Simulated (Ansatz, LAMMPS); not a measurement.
# Amorphous carbon (106 atoms) under strain: runs compared

Aim: relax amorphous carbon (106 atoms), then change its volume and shape to read moduli from the stress.

Computed with Ansatz 0.2.0: Kohn-Sham DFT, PBE, PAW (set soft_2), plane waves.

## 1. The cell as built

The cell holds 106 atoms: 106 C. Cell: a = 10.737 Å, b = 10.737 Å, c = 10.737 Å, α = 90.0°, β = 90.0°, γ = 90.0°. 106 atoms (106 C) placed at random at 1.71 g/cm³, melted at 6000 K for 10 ps at fixed volume with the LCBOP (Los and Fasolino, Phys. Rev. B 68, 024107 (2003)). Quenched from 6000 K to 100 K at 500 K/ps and fixed volume, held 5 ps, then minimised at fixed cell.

Limits known from the start: The quench rate of 500 K/ps is orders of magnitude faster than experiment, which tends to freeze in extra defects. The network of bonds at the start is that of the classical potential that made the cell, and needn't be the one that DFT or experiment would give. Only the Γ point is sampled.

## 2. The reference run

The reference is a single point at the end of the relaxation.

Every strained cell starts from the geometry of this run, and its atoms are relaxed with the cell held.

Its input, with most atom lines left out:

```yaml
crystal:
  lattice:
    - [10.46598, -0.16245, -0.10005]
    - [-0.16245, 10.17792, -0.03785]
    - [-0.10005, -0.03785, 9.91793]
  atoms:
    - { symbol: C, position: [0.78839, 0.09812, 0.43505] }
    - { symbol: C, position: [0.69399, 0.77481, 0.03296] }
    - { symbol: C, position: [0.8894, 0.16872, 0.84121] }
    - { symbol: C, position: [0.52433, 0.88836, 0.42935] }
    - { symbol: C, position: [0.42159, 0.20667, 0.72666] }
    - { symbol: C, position: [0.14657, 0.44266, 0.29589] }
    - { symbol: C, position: [0.07668, 0.07175, 0.71837] }
    [... atom lines 8 to 106 left out ...]
kpoints:
  mp_grid: { grid: [1, 1, 1] }
hamiltonian:
  xc: pbe
scf:
  occupations: { method: fermi_dirac, width: 0.05 }
output:
  forces: true
  stress: true
  populations: true
  dos:
    method: { smearing: { sigma: 0.15 } }
    de: 0.1
    projected: { site_lists: { C: [C] } }
  eigenvalues: true
  write_density: true
  write_potential: true
  volumetric_format: npy
  elf: true
```

| Property | Result |
| --- | --- |
| free energy per atom | -250.1206 eV/atom |
| r.m.s. force component | 0.00381 eV/Å |
| pressure | 0.0113 GPa |

Levels near the Fermi energy are neither full nor empty under the smearing, so no gap is quoted.

## 3. The runs

Each row is one run, on 4 threads of AMD EPYC 7R43, shared host. The free energy is the program's total, comparable only between runs with the same functional, potentials and atoms.

```csv
run,atoms,outcome,"ionic steps, all passes",free energy (eV),time,host memory (GiB)
Single point at the start,106,converged,-,-26489.591,14 s,1.4
Cell and atoms relaxed,106,converged,32,-26512.788,4.8 min,1.4
Single point at the relaxed geometry,106,converged,-,-26512.788,14 s,1.3
Volume -3 %,106,converged,13,-26512.327,1.8 min,1.3
Volume +3 %,106,converged,6,-26512.334,57 s,1.3
Volume -6 %,106,converged,22,-26512.432,3.4 min,1.3
Volume +6 %,106,converged,8,-26511.037,80 s,1.4
Volume -10 %,106,converged,19,-26510.578,2.8 min,1.3
Stretched by 1 % along x,106,converged,4,-26512.679,37 s,1.3
Compressed by 1 % along x,106,converged,4,-26512.677,38 s,1.3
Sheared by 2 % in xy,106,converged,4,-26512.698,38 s,1.3
```

In some runs the program notes that the SCF threshold is loose for the stress.

## 4. Pressure against volume

Atoms are relaxed at each volume, in the scaled cell.

```csv
volume change (%),volume (Å³/atom),energy change (meV/atom),pressure (GPa),largest move on relaxing (Å),bonds
-10,8.967,20.86,12.06,0.77,160
-6,9.365,3.36,6.57,0.68,159
-3,9.664,4.35,4.70,0.20,156
+0,9.963,0.00,0.01,-,156
+3,10.262,4.29,-4.51,0.07,156
+6,10.561,16.52,-8.58,0.14,156
```

## 5. Uniaxial strain and shear

Stress (GPa, compression positive) less that of the relaxed cell, atoms relaxed:

```csv
strain,xx,yy,zz,xy,energy change (meV/atom)
stretched by 1 % along x,-3.227,-1.213,-1.161,0.160,1.03
compressed by 1 % along x,3.214,1.239,1.148,-0.186,1.05
sheared by 2 % in xy,0.290,-0.108,0.154,-1.404,0.86
```

## 6. What came out

The bulk modulus, from the slope of pressure against ln V over the three points nearest the relaxed volume, is 153 GPa; between neighbouring points the slope runs 126, 60, 154, 153 and 142 GPa from the smallest volume up, without a steady fall, so no pressure derivative is given. The count of bonds runs from 156 to 160 over the series, so at some points contacts cross the cutoffs. At -10 % and -6 % some atom moved by over 0.5 Å on relaxing, so those points may sit in another local minimum. At -6 % the energy lies below that of a less strained cell, so the structure found a lower minimum there. In the Cartesian axes of the cell, finite differences give C11 = 322, C12 = 123, C13 = 115 and C66 = 70.2 GPa (the shear of 2 % is the engineering strain, εxy = 0.01). The mean of C11, C12 and C13, which equals the bulk modulus in a cubic or isotropic solid, is 187 GPa: it lies 22 % over the bulk modulus from the volumes. For an isotropic solid C66 would equal (C11 − C12)/2 = 99.7 GPa; so small a sample needn't be isotropic, and C66 rests on one shear. With the bulk modulus and C66 as K and G, Young's modulus would be about 183 GPa and Poisson's ratio 0.30.

**Limits.** Strains are finite and relaxations stop at the force tolerance of the input, which can leave moduli too stiff; they are those of a static cell at zero temperature. Volumes are changed with the cell's shape held, so in an anisotropic solid the modulus lies over the one under free hydrostatic load. The program notes that the SCF threshold of the relaxations is loose for the stress.

The DFT runs together took 17 min of wall time.

[Logs are printed without paths, hosts, clocks, repeated set-up lines and the standing remarks that a program may print on its own settings, such as how far it seeks lower states.]

[Hosts, paths, dates, database ids (printed as entryN), source tags and the programs' standing remarks are cut or masked in the printed files.]
